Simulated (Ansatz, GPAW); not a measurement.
# A 8-layer slab of Rh(100): converging a work function

Wanted: a convergence study on the slab a 8-layer slab of Rh(100).

Program: GPAW 26.7.0 and Ansatz 0.2.0. Level of theory: Ansatz plane waves; slab in vacuum with a dipole correction, relaxation, in the first sound run; inputs show where later runs differ. Results are calculated unless marked as measured.

### 1. The starting structure

The cell holds 8 atoms: 8 Rh. Its edges and angles: a = 2.687 Å, b = 2.687 Å, c = 31.300 Å, α = 90.0°, β = 90.0°, γ = 90.0°. Vacuum lies along c.

### 2. Relaxing the atoms

Forces are removed first; all later runs use this geometry. The lowest 4 atoms are held at bulk positions and keep their forces.

input.yaml reads:

```yaml
crystal:
  lattice:
    - [2.6870057685, 0.0, 0.0]
    - [0.0, 2.6870057685, 0.0]
    - [0.0, 0.0, 31.3]
  atoms:
    - { symbol: Rh, position: [0.5, 0.5, 0.2875399361] }
    - { symbol: Rh, position: [0.0, 0.0, 0.3482428115] }
    - { symbol: Rh, position: [0.5, 0.5, 0.4089456869] }
    - { symbol: Rh, position: [0.0, 0.0, 0.4696485623] }
    - { symbol: Rh, position: [0.5, 0.5, 0.5303514377] }
    - { symbol: Rh, position: [0.0, 0.0, 0.5910543131] }
    - { symbol: Rh, position: [0.5, 0.5, 0.6517571885] }
    - { symbol: Rh, position: [0.0, 0.0, 0.7124600639] }
kpoints:
  mp_grid: { grid: [12, 12, 1] }
hamiltonian:
  xc: pbe
scf:
  occupations: { method: fermi_dirac, width: 0.1 }
efield:
  axis: 3
  dipole_correction: true
  ramp_width: 0.05
relax:
  f_tol: 0.02
  max_steps: 60
  constraints: [{ sites: [0, 1, 2, 3] }]
output:
  write_potential: true
  write_density: true
  volumetric_format: npy
```

Started as:

```console
$ ansatz run input.yaml --threads 4 --pin off --max-ram 8192MiB --backend cpu --events-out ev --progress --plain --runs-dir out
```

Numbers of over 12 decimals in the logs are rounded to 6 here.

The log of the run:

```text
Engine: ansatz 0.2.0, x86_64-unknown-linux-gnu
Pseudopotentials: kind: paw
Pseudopotential: Rh, paw, valence charge 17, recommended cutoff 420 eV (normal), Rh.paw.azcp
Functional definition: PBE
  parameter kappa = 0.804
  parameter beta = 0.066725
  exchange = pbe_x(kappa = kappa, mu = beta*pi^2/3)
  correlation = pbe_c(beta = beta)
Crystal: 8 atoms, lattice volume = 225.986 Å³
Basis set: ecut = 420 eV, 4469 PW (Γ), exchange–correlation on 36×36×432 points (8 copies of the dense FFT grid, shifted against one another)
Bands: 82, of which v1, the nominal top of the filled ones, is band 68 counted from 1 (67 counted from 0)
Symmetry: 8 space group operations
k-points: 28 of 144
Non-local potential: Rh, projectors of the file, l = 0: 3, l = 1: 2, l = 2: 2, l = 3: 1
PAW form: soft (Blöchl's): semilocal exchange-correlation on the pseudo side does not see the compensation charge
PAW one-centre angular grid: Rh, 590 points (default); XC on 64 Gauss nodes
Initial density: superposition of atomic densities (neutral atoms: chi_scale 0, normalization atom), corrected by the library's trained network
Initial wavefunctions: pseudopotential atomic-orbital guess
Functional: x = pbe(κ = 0.804, μ = 0.219515), c = pbe(β = 0.066725)
SCF iter   1: F=—  HF=-51221.080854 eV  |F-HF|=—  |Δ(HF+E_count)|=         —  Δρ=4.83e-3  dr2=3.17e-1  ethr=1.77e-3  p=0.000 e·Å  D=5.25e-13 V/Å  ΔV_dip=-0.00 eV  dr2_dipole=3.31e-7  V_vac-E_F(+/−)=4.74/4.74 eV  ⟨swp⟩=7.7  Hψ=10307  notcnv=0  defer=21
efield: sawtooth ramp at fractional position 0.9750 (placed from the atoms, in the widest stretch of the axis that holds none; the zero of the levels goes with the place), width 0.0500; the density the first Hamiltonian is built on has a dipole p = 0.000 e·Å; the dipole correction subtracts the counter field D = 5.25e-13 V/Å, which shifts the + side's vacuum level by -0.00 eV against the − side's; the planar-averaged density in the ramp window peaks in size at 4.4e-6 e/Å³
preconditioner: auto → LDOS  [metal: Δε(μ)=0.001 eV  Ē_g=5.724 eV  σ=0.100 eV  W_gap=0.00  n_scr=60 (ndim 8)  ℏωp=21.0 eV  f_vac=0.475  D(μ)=12.05/eV (n_scr^D=114)  β→1.0]
SCF iter   2: F=—  HF=-51221.079056 eV  |F-HF|=—  |Δ(HF+E_count)|=   1.80e-3  Δρ=3.35e-3  dr2=2.33e-2  ethr=2.33e-4  p=-0.000 e·Å  D=-2.90e-5 V/Å  ΔV_dip=0.00 eV  dr2_dipole=1.71e-5  V_vac-E_F(+/−)=5.05/5.04 eV  ⟨swp⟩=2.1  Hψ=3019  notcnv=0  defer=41
SCF iter   3: F=—  HF=-51221.075351 eV  |F-HF|=—  |Δ(HF+E_count)|=   3.70e-3  Δρ=1.12e-3  dr2=4.66e-3  ethr=1.71e-5  p=0.000 e·Å  D=2.97e-5 V/Å  ΔV_dip=-0.00 eV  dr2_dipole=5.21e-7  V_vac-E_F(+/−)=5.00/5.00 eV  ⟨swp⟩=3.5  Hψ=5200  notcnv=0  defer=41
SCF iter   4: F=—  HF=-51221.074697 eV  |F-HF|=—  |Δ(HF+E_count)|=   6.54e-4  Δρ=3.51e-4  dr2=3.38e-4  ethr=3.43e-6  p=0.000 e·Å  D=1.98e-6 V/Å  ΔV_dip=-0.00 eV  dr2_dipole=2.62e-8  V_vac-E_F(+/−)=5.02/5.02 eV  ⟨swp⟩=2.0  Hψ=3132  notcnv=0  defer=41
SCF iter   5: F=—  HF=-51221.074690 eV  |F-HF|=—  |Δ(HF+E_count)|=   6.97e-6  Δρ=7.26e-5  dr2=5.28e-5  ethr=2.48e-7  p=0.000 e·Å  D=3.67e-6 V/Å  ΔV_dip=-0.00 eV  dr2_dipole=4.01e-8  V_vac-E_F(+/−)=5.04/5.04 eV  ⟨swp⟩=2.0  Hψ=3279  notcnv=0  defer=41
SCF iter   6: F=-51221.074697 eV  HF=-51221.074699 eV  |F-HF|=2.52e-6  |Δ(HF+E_count)|=   9.20e-6  Δρ=3.01e-5  dr2=4.29e-6  ethr=7.35e-9  p=0.000 e·Å  D=2.06e-6 V/Å  ΔV_dip=-0.00 eV  dr2_dipole=5.90e-8  V_vac-E_F(+/−)=5.04/5.04 eV  ⟨swp⟩=13.2  Hψ=22010  notcnv=0
SCF 1 converged in 6 iterations: F = -51221.074697 eV  dr2 = 4.29e-6
  Residual-converged pass: ⟨swp⟩=1.0  Hψ=2408  notcnv=0  max |occ|·‖R‖ = 7.0e-9 eV (tolerance 1.0e-8 eV)  dr2=4.29e-6  dr2_onsite=1.55e-7  max |Δocc| = 8.0e-11
  greatest PAW one-centre occupation: 1.000 electrons in one spin orbital (limit 2), on the Rh atom at site 5 (counted from 0), in its partial waves of l = 0
relax step   1: F+E_penalty+E_count = -51221.07469687 eV  Δ(F+E_penalty+E_count) = +0.000e0 eV  max|allowed force component| = 5.462e-1 eV/Å  Δτ_max = 0.0000 Å  (6 SCF iters, dr2 threshold 1.00e-5 eV, accepted)
Initial density: handed on by an earlier stage of this run
Initial wavefunctions: those handed on with the density
iter 1 solved again at ethr=5.80e-4 eV; its pass at ethr=3.10e-3 eV (dr2=7.88e-1 eV) is discarded
SCF iter   1: F=—  HF=-51221.128531 eV  |F-HF|=—  |Δ(HF+E_count)|=         —  Δρ=1.31e-2  dr2=7.86e-1  ethr=5.80e-4  p=0.000 e·Å  D=1.86e-6 V/Å  ΔV_dip=-0.00 eV  dr2_dipole=1.67e-1  V_vac-E_F(+/−)=5.04/5.04 eV  ⟨swp⟩=1.2  Hψ=8681  notcnv=0  defer=33
efield: sawtooth ramp at fractional position 0.9750 (handed on by an earlier solve), width 0.0500; the density the first Hamiltonian is built on has a dipole p = 0.000 e·Å; the dipole correction subtracts the counter field D = 1.86e-6 V/Å, which shifts the + side's vacuum level by -0.00 eV against the − side's; the planar-averaged density in the ramp window peaks in size at 4.3e-6 e/Å³
preconditioner: auto → LDOS  [metal: Δε(μ)=0.001 eV  Ē_g=5.713 eV  σ=0.100 eV  W_gap=0.00  n_scr=60 (ndim 8)  ℏωp=21.0 eV  f_vac=0.471  D(μ)=12.09/eV (n_scr^D=114)  β→1.0]
SCF iter   2: F=—  HF=-51221.107583 eV  |F-HF|=—  |Δ(HF+E_count)|=   2.09e-2  Δρ=6.22e-3  dr2=9.76e-2  ethr=5.78e-4  p=0.001 e·Å  D=1.03e-3 V/Å  ΔV_dip=-0.03 eV  dr2_dipole=8.12e-3  V_vac-E_F(+/−)=5.01/5.05 eV  ⟨swp⟩=2.1  Hψ=3669  notcnv=0  defer=33
SCF iter   3: F=—  HF=-51221.098363 eV  |F-HF|=—  |Δ(HF+E_count)|=   9.22e-3  Δρ=3.97e-3  dr2=5.23e-2  ethr=7.18e-5  p=-0.002 e·Å  D=-1.89e-3 V/Å  ΔV_dip=0.06 eV  dr2_dipole=2.89e-3  V_vac-E_F(+/−)=5.11/5.05 eV  ⟨swp⟩=2.9  Hψ=4832  notcnv=0  defer=34
SCF iter   4: F=—  HF=-51221.089744 eV  |F-HF|=—  |Δ(HF+E_count)|=   8.62e-3  Δρ=5.18e-4  dr2=9.44e-4  ethr=3.84e-5  p=-0.001 e·Å  D=-5.67e-4 V/Å  ΔV_dip=0.02 eV  dr2_dipole=4.01e-7  V_vac-E_F(+/−)=5.07/5.05 eV  ⟨swp⟩=2.1  Hψ=3585  notcnv=0  defer=33
SCF iter   5: F=—  HF=-51221.089784 eV  |F-HF|=—  |Δ(HF+E_count)|=   4.04e-5  Δρ=2.31e-4  dr2=2.18e-4  ethr=6.94e-7  p=-0.001 e·Å  D=-5.09e-4 V/Å  ΔV_dip=0.02 eV  dr2_dipole=7.04e-6  V_vac-E_F(+/−)=5.06/5.05 eV  ⟨swp⟩=2.8  Hψ=3968  notcnv=0  defer=38
SCF iter   6: F=—  HF=-51221.089826 eV  |F-HF|=—  |Δ(HF+E_count)|=   4.25e-5  Δρ=7.50e-5  dr2=2.96e-5  ethr=1.60e-7  p=-0.001 e·Å  D=-5.00e-4 V/Å  ΔV_dip=0.02 eV  dr2_dipole=3.84e-6  V_vac-E_F(+/−)=5.06/5.05 eV  ⟨swp⟩=1.6  Hψ=2575  notcnv=0  defer=38
SCF iter   7: F=-51221.089821 eV  HF=-51221.089832 eV  |F-HF|=1.01e-5  |Δ(HF+E_count)|=   5.12e-6  Δρ=2.69e-5  dr2=9.02e-6  ethr=1.37e-8  p=-0.001 e·Å  D=-4.72e-4 V/Å  ΔV_dip=0.01 eV  dr2_dipole=3.75e-6  V_vac-E_F(+/−)=5.06/5.05 eV  ⟨swp⟩=13.0  Hψ=21272  notcnv=0
[...]
efield: sawtooth ramp at fractional position 0.9750 (handed on by an earlier solve), width 0.0500; the density the first Hamiltonian is built on has a dipole p = -0.001 e·Å; the dipole correction subtracts the counter field D = -4.71e-4 V/Å, which shifts the + side's vacuum level by +0.01 eV against the − side's; the planar-averaged density in the ramp window peaks in size at 4.4e-6 e/Å³
preconditioner: auto → LDOS  [metal: Δε(μ)=0.005 eV  Ē_g=5.733 eV  σ=0.100 eV  W_gap=0.01  n_scr=60 (ndim 8)  ℏωp=21.0 eV  f_vac=0.472  D(μ)=12.35/eV (n_scr^D=114)  β→1.0]
SCF iter   2: F=—  HF=-51221.097906 eV  |F-HF|=—  |Δ(HF+E_count)|=   4.18e-3  Δρ=2.29e-3  dr2=1.47e-2  ethr=2.14e-4  p=-0.001 e·Å  D=-8.07e-4 V/Å  ΔV_dip=0.03 eV  dr2_dipole=1.32e-3  V_vac-E_F(+/−)=5.08/5.05 eV  ⟨swp⟩=1.6  Hψ=2938  notcnv=0  defer=36
SCF iter   3: F=—  HF=-51221.096242 eV  |F-HF|=—  |Δ(HF+E_count)|=   1.66e-3  Δρ=1.53e-3  dr2=6.55e-3  ethr=1.08e-5  p=0.000 e·Å  D=3.19e-4 V/Å  ΔV_dip=-0.01 eV  dr2_dipole=3.38e-4  V_vac-E_F(+/−)=5.04/5.05 eV  ⟨swp⟩=3.1  Hψ=4811  notcnv=0  defer=36
SCF iter   4: F=—  HF=-51221.095106 eV  |F-HF|=—  |Δ(HF+E_count)|=   1.14e-3  Δρ=1.95e-4  dr2=2.36e-4  ethr=4.82e-6  p=-0.000 e·Å  D=-3.30e-4 V/Å  ΔV_dip=0.01 eV  dr2_dipole=1.08e-6  V_vac-E_F(+/−)=5.06/5.05 eV  ⟨swp⟩=2.0  Hψ=3522  notcnv=0  defer=36
SCF iter   5: F=—  HF=-51221.095181 eV  |F-HF|=—  |Δ(HF+E_count)|=   7.50e-5  Δρ=9.09e-5  dr2=3.60e-5  ethr=1.74e-7  p=-0.000 e·Å  D=-3.34e-4 V/Å  ΔV_dip=0.01 eV  dr2_dipole=3.34e-7  V_vac-E_F(+/−)=5.06/5.05 eV  ⟨swp⟩=3.0  Hψ=4313  notcnv=0  defer=36
SCF iter   6: F=—  HF=-51221.095196 eV  |F-HF|=—  |Δ(HF+E_count)|=   1.46e-5  Δρ=3.71e-5  dr2=7.41e-6  ethr=2.65e-8  p=-0.000 e·Å  D=-3.44e-4 V/Å  ΔV_dip=0.01 eV  dr2_dipole=6.35e-7  V_vac-E_F(+/−)=5.06/5.05 eV  ⟨swp⟩=1.4  Hψ=2347  notcnv=0  defer=36
SCF iter   7: F=-51221.095198 eV  HF=-51221.095198 eV  |F-HF|=3.73e-7  |Δ(HF+E_count)|=   1.80e-6  Δρ=9.46e-6  dr2=2.92e-7  ethr=1.55e-9  p=-0.000 e·Å  D=-3.67e-4 V/Å  ΔV_dip=0.01 eV  dr2_dipole=6.18e-8  V_vac-E_F(+/−)=5.06/5.05 eV  ⟨swp⟩=12.1  Hψ=20062  notcnv=0
SCF 3 converged in 7 iterations: F = -51221.095198 eV  dr2 = 2.92e-7
relax step   3: F+E_penalty+E_count = -51221.09519804 eV  Δ(F+E_penalty+E_count) = -5.377e-3 eV  max|allowed force component| = 1.825e-2 eV/Å  Δτ_max = 0.0535 Å  (7 SCF iters, dr2 threshold 2.10e-6 eV, accepted)
iter 1 solved again at ethr=2.23e-10 eV; its pass at ethr=3.10e-3 eV (dr2=3.03e-7 eV) is discarded
SCF iter   1: F=—  HF=-51221.095637 eV  |F-HF|=—  |Δ(HF+E_count)|=         —  Δρ=9.69e-6  dr2=3.04e-7  ethr=2.23e-10  p=-0.000 e·Å  D=-3.67e-4 V/Å  ΔV_dip=0.01 eV  dr2_dipole=7.34e-8  V_vac-E_F(+/−)=5.06/5.05 eV  ⟨swp⟩=1.1  Hψ=5555  notcnv=0  defer=36
efield: sawtooth ramp at fractional position 0.9750 (handed on by an earlier solve), width 0.0500; the density the first Hamiltonian is built on has a dipole p = -0.000 e·Å; the dipole correction subtracts the counter field D = -3.67e-4 V/Å, which shifts the + side's vacuum level by +0.01 eV against the − side's; the planar-averaged density in the ramp window peaks in size at 3.1e-6 e/Å³
preconditioner: auto → LDOS  [metal: Δε(μ)=0.006 eV  Ē_g=5.731 eV  σ=0.100 eV  W_gap=0.01  n_scr=60 (ndim 8)  ℏωp=21.0 eV  f_vac=0.472  D(μ)=12.26/eV (n_scr^D=114)  β→1.0]
SCF iter   2: F=—  HF=-51221.095198 eV  |F-HF|=—  |Δ(HF+E_count)|=   4.39e-4  Δρ=7.12e-6  dr2=2.36e-7  ethr=2.23e-10  p=-0.000 e·Å  D=-3.74e-4 V/Å  ΔV_dip=0.01 eV  dr2_dipole=2.87e-9  V_vac-E_F(+/−)=5.06/5.05 eV  ⟨swp⟩=2.1  Hψ=4129  notcnv=0  defer=36
SCF iter   3: F=-51221.095198 eV  HF=-51221.095198 eV  |F-HF|=1.42e-8  |Δ(HF+E_count)|=   6.66e-8  Δρ=2.45e-6  dr2=3.35e-8  ethr=7.35e-11  p=-0.000 e·Å  D=-3.72e-4 V/Å  ΔV_dip=0.01 eV  dr2_dipole=5.01e-9  V_vac-E_F(+/−)=5.06/5.05 eV  ⟨swp⟩=9.1  Hψ=18474  notcnv=0
SCF 4 converged in 3 iterations: F = -51221.095198 eV  dr2 = 3.35e-8
relax step   4: F+E_penalty+E_count = -51221.09519829 eV  Δ(F+E_penalty+E_count) = -2.560e-7 eV  max|allowed force component| = 1.817e-2 eV/Å  Δτ_max = 0.0000 Å  (3 SCF iters, accepted)
NSCF: frozen V_eff on 28 k-points
the band table was solved once a step of the walk had ended and its energy, with any forces and stress, was formed, with the checks that follow a solve (11473 applications of the Hamiltonian). They found nothing against the state; the energy, forces and stress were not computed again (output.eigenvalues in the input reference)
WARN: The output density's exchange-correlation potential varies sharply where the density is thin. Do not read a vacuum level from v_tot or v_xc, or from such a field of the output density. On a cell that repeats whose density bears no net charge and no dipole along the vacuum's axis use v_es (v_loc + v_h of the components); under efield.dipole_correction with no amplitude use v_es + v_field, which holds any externa [...]
SCF converged after 3 iterations
Free energy (F): -51221.095198 eV
Harris-Foulkes:  -51221.095198 eV  (|F-HF|=1.42e-8)
Internal energy: -51220.687939 eV  (E = F + TS)
E sigma→0 (E₀):  -51220.891569 eV
Entropy (-TS):   -0.407259 eV (-50.907 meV/atom)
Fermi energy:    8.308792 eV
Dipole field:    D = -0.000462 V/Å  (p = -0.000577 e·Å, saw-weighted, corrected)
Work function:   Φ+ = 5.0606 eV   Φ− = 5.0462 eV
Levels:          The Fermi level and band energies are counted from a zero that moves with the ramp; work functions are not
--- Per-component energies (eV) ---
  E_band       = -2570.437593
  E_kinetic    = 4583.198771
  E_local      = -331414.143221  (includes V_loc(G=0)·N_el)
  E_nonlocal   = 2841.355477
  E_hartree    = 162907.131154
  E_xc         = -1771.767260
  E_vxc        = -2223.760293  (∫ρ·V_xc dr)
  E_paw        = -28696.940005  (= ΣΔE_a)
  E_vpaw       = -2171.337761  (= ΣTr[D̂ρ^β])
  E_aug_tail   = 0.006842  (compensation charges beyond the density's cutoff)
  E_efield     = 0.000000  (sawtooth field / dipole correction)
  E_vefield    = 0.001886  (∫n·V_field dr)
  E_ewald      = 140330.470304
  E_smearing   = -0.407259  (= −TS)
  E_closure    = -0.000000  (closes the sum)
  Σ components = -51221.095198   (vs F -51221.095198, Δ=0.00e0)
--- Forces (eV/Å), atoms counted from 1 ---
  atom   1  Rh     0.00000000     0.00000000     0.29008083
  atom   2  Rh     0.00000000     0.00000000    -0.55009147
  atom   3  Rh    -0.00000000     0.00000000    -0.04544753
  atom   4  Rh    -0.00000000     0.00000000     0.30507416
  atom   5  Rh     0.00000000     0.00000000     0.00917157
  atom   6  Rh    -0.00000000     0.00000000    -0.01817068
  atom   7  Rh    -0.00000000     0.00000000     0.01257631
  atom   8  Rh    -0.00000000     0.00000000    -0.00321633
  max |Σ_I F_I| component: 2.31e-5 eV/Å
--- Band table (eV; the first three rows and the last of 28) ---
  k-point 0: bands = [... 64 lower, 7.5632, 7.7981, 7.7991, 8.0851, 8.2903, 8.2903, 8.4031, 8.6772, ... 10 higher]
  k-point 1: bands = [... 64 lower, 7.5581, 7.7489, 7.7915, 8.0010, 8.1228, 8.1704, 8.4392, 8.4665, ... 10 higher]
  k-point 2: bands = [... 64 lower, 7.3523, 7.4293, 7.4691, 7.6326, 7.8702, 7.9496, 8.3243, 8.3692, ... 10 higher]
  k-point 27: bands = [... 64 lower, 9.2920, 9.2929, 9.3174, 9.3369, 9.3695, 9.3718, 9.7994, 9.8501, ... 10 higher]
--- Relaxed structure (4 steps of the walk, 4 accepted, 0 SCFs on fresh bases) ---
  F+E_penalty+E_count = -51221.09519829 eV   max|allowed force component| = 1.817e-2 eV/Å
  atoms:
    - { symbol: Rh, position: [0.5, 0.5, 0.2875399361] }
    - { symbol: Rh, position: [0.0, 0.0, 0.3482428115] }
    - { symbol: Rh, position: [0.5, 0.5, 0.4089456869] }
    - { symbol: Rh, position: [0.0, 0.0, 0.469649] }
    - { symbol: Rh, position: [0.5, 0.5, 0.531288] }
    - { symbol: Rh, position: [0, 0.0, 0.593062] }
    - { symbol: Rh, position: [0.5, 0.5, 0.654834] }
    - { symbol: Rh, position: [0, 0.0, 0.714115] }
```

Wall time 33 s (4 threads of Intel Xeon at 2.60GHz (Ice Lake), shared host); peak memory 0.93 GiB.

Relaxation path:

```
step  energy less that of the first step (eV)  largest force component (eV/Å)
   1                                   0.0000                          0.5462
   2                                  -0.0151                          0.1834
   3                                  -0.0205                          0.0183
   4                                  -0.0205                          0.0182
```

Forces are held to the 8 operations that the run works with; a distortion that breaks them can't arise in this run.

The atoms that moved most (Å):

```
atom     dx     dy     dz  length
 Rh7  0.000  0.000  0.096   0.096
 Rh6  0.000  0.000  0.063   0.063
 Rh8  0.000  0.000  0.052   0.052
 Rh5  0.000  0.000  0.029   0.029
```

Numbers from this step:

- free energy: -51221.0952 eV
- smearing term TS: 0.4073 eV
- symmetry operations: 8
- upper work function: 5.061 eV
- lower work function: 5.046 eV
- dipole along the normal: -5.77e-4 e·Å
- dipole field: -4.62e-4 V/Å
- vacuum level above: 13.37 eV
- vacuum level below: 13.35 eV

The electrostatic potential energy of an electron (with the applied field's), less the Fermi level, planar mean oscillates, so the rows of the table below give means over windows of 1.88 Å about each position, cut where the curve ends. Its maxima inside the range that stand out by 2 % of the span (Å: eV): 10.0: -3.22, 11.9: -3.42, 13.8: -3.38, 15.7: -2.93, 17.5: -3.10, 19.6: -2.94, 21.4: -3.76. Its minima: 9.0: -21.9, 10.9: -22.2, 12.8: -22.1, 14.6: -22.0, 16.7: -22.1, 18.5: -22.2, 20.4: -22.1, 22.3: -21.9.

Table of electrostatic potential energy of an electron (with the applied field's), less the Fermi level, planar mean by z; means over each step:

```
z (Å)  electrostatic potential energy of an electron (with the applied field's), less the Fermi level, planar mean (eV)
 0.94                                                                                                              5.05
 2.82                                                                                                              5.05
 4.70                                                                                                              5.05
 6.58                                                                                                              4.82
 8.46                                                                                                             -9.47
10.34                                                                                                             -13.0
12.22                                                                                                             -13.2
14.10                                                                                                             -13.2
15.98                                                                                                             -12.8
17.86                                                                                                             -12.7
19.74                                                                                                             -12.7
21.62                                                                                                             -13.4
23.50                                                                                                             -1.58
25.38                                                                                                              5.01
27.26                                                                                                              5.06
29.14                                                                                                              5.06
31.02                                                                                                              5.06
```

The valence density, planar mean oscillates, so the rows of the table below give means over windows of 1.88 Å about each position, cut where the curve ends. Its maxima inside the range that stand out by 2 % of the span (Å: e/Å³): 9.0: 2.19, 10.9: 2.22, 12.8: 2.21, 14.6: 2.19, 16.7: 2.21, 18.5: 2.22, 20.4: 2.20, 22.3: 2.19. Its minima: 10.0: 0.441, 11.9: 0.438, 13.8: 0.434, 15.7: 0.415, 17.5: 0.421, 19.6: 0.416, 21.4: 0.470.

The valence density, planar mean by z; means over each step:

```
z (Å)  valence density, planar mean (e/Å³)
 4.70                               6.5e-5
 6.58                              0.00858
 8.46                                 1.02
10.34                                 1.24
12.22                                 1.24
14.10                                 1.24
15.98                                 1.21
17.86                                 1.20
19.74                                 1.20
21.62                                 1.27
23.50                                0.397
25.38                              0.00177
27.26                               1.4e-5
```

The relaxation lowered the energy of the cell by 0.0205 eV.

(Part 1 of 3 ends here.)

[Logs are printed without paths, hosts, clocks, repeated set-up lines and the standing remarks that a program may print on its own settings, such as how far it seeks lower states.]

[Hosts, paths, dates, database ids (printed as entryN), source tags and the programs' standing remarks are cut or masked in the printed files.]
